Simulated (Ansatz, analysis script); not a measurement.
Records of electronic-structure calculations.

**Fe2As: energy against the total moment**

Symmetry: P4/nmm, No. 129, tetragonal system. Conventional cell: a = 3.627 Å, b = 3.627 Å, c = 5.973 Å, α = 90.00°, β = 90.00°, γ = 90.00°. Nearest to Fe lie 4 As at 2.41 Å and 8 Fe at 2.56 to 2.68 Å. Fe has 5 As at 2.42 to 2.59 Å and 4 Fe at 2.68 Å nearest. Nearest to As lie 9 Fe at 2.41 to 2.59 Å. Farther neighbours are not listed.

| Property | Result |
| --- | --- |
| method | PBEsol, PAW set soft_1 (files made for PBE); collinear runs at fixed total moment and in a field on the spins (and 4 further levels or steps) |
| program | Ansatz 0.2.0 and analysis script 1 |
| settings of one run | cutoff 420 eV, 11×11×7 k-mesh, Fermi-Dirac occupations, smearing width 0.05 eV |
| notes | The database entry behind the starting cell is an old determination (1935). In doubt: warnings of the run leave room for a lower electronic state (Ansatz, analysis script), so energies may not be the lowest and differences between runs may mislead. The program’s warnings: negative dielectric reading. In doubt: the program’s search for lower states was switched off, so a lower magnetic state than those reached may exist. |
| state of the free run | ferromagnetic |
| net moment of the free run | 6.55 μB |
| energy of the free run from the state without spin | -910 meV a cell |
| lowest of the fixed moments tried | M = 6.625 μB, -909 meV |
| dM/dB between 0 and 300 T | 0.262 μB a cell per 1000 T |

At this level the system is magnetic: the free run keeps 2.31 μB on the largest site. No other order was typed. Among the fixed moments, E(M) falls 909 meV below the state without spin and is lowest near 6.625 μB on this grid.

[Hosts, paths, dates, database ids (printed as entryN), source tags and the programs' standing remarks are cut or masked in the printed files.]
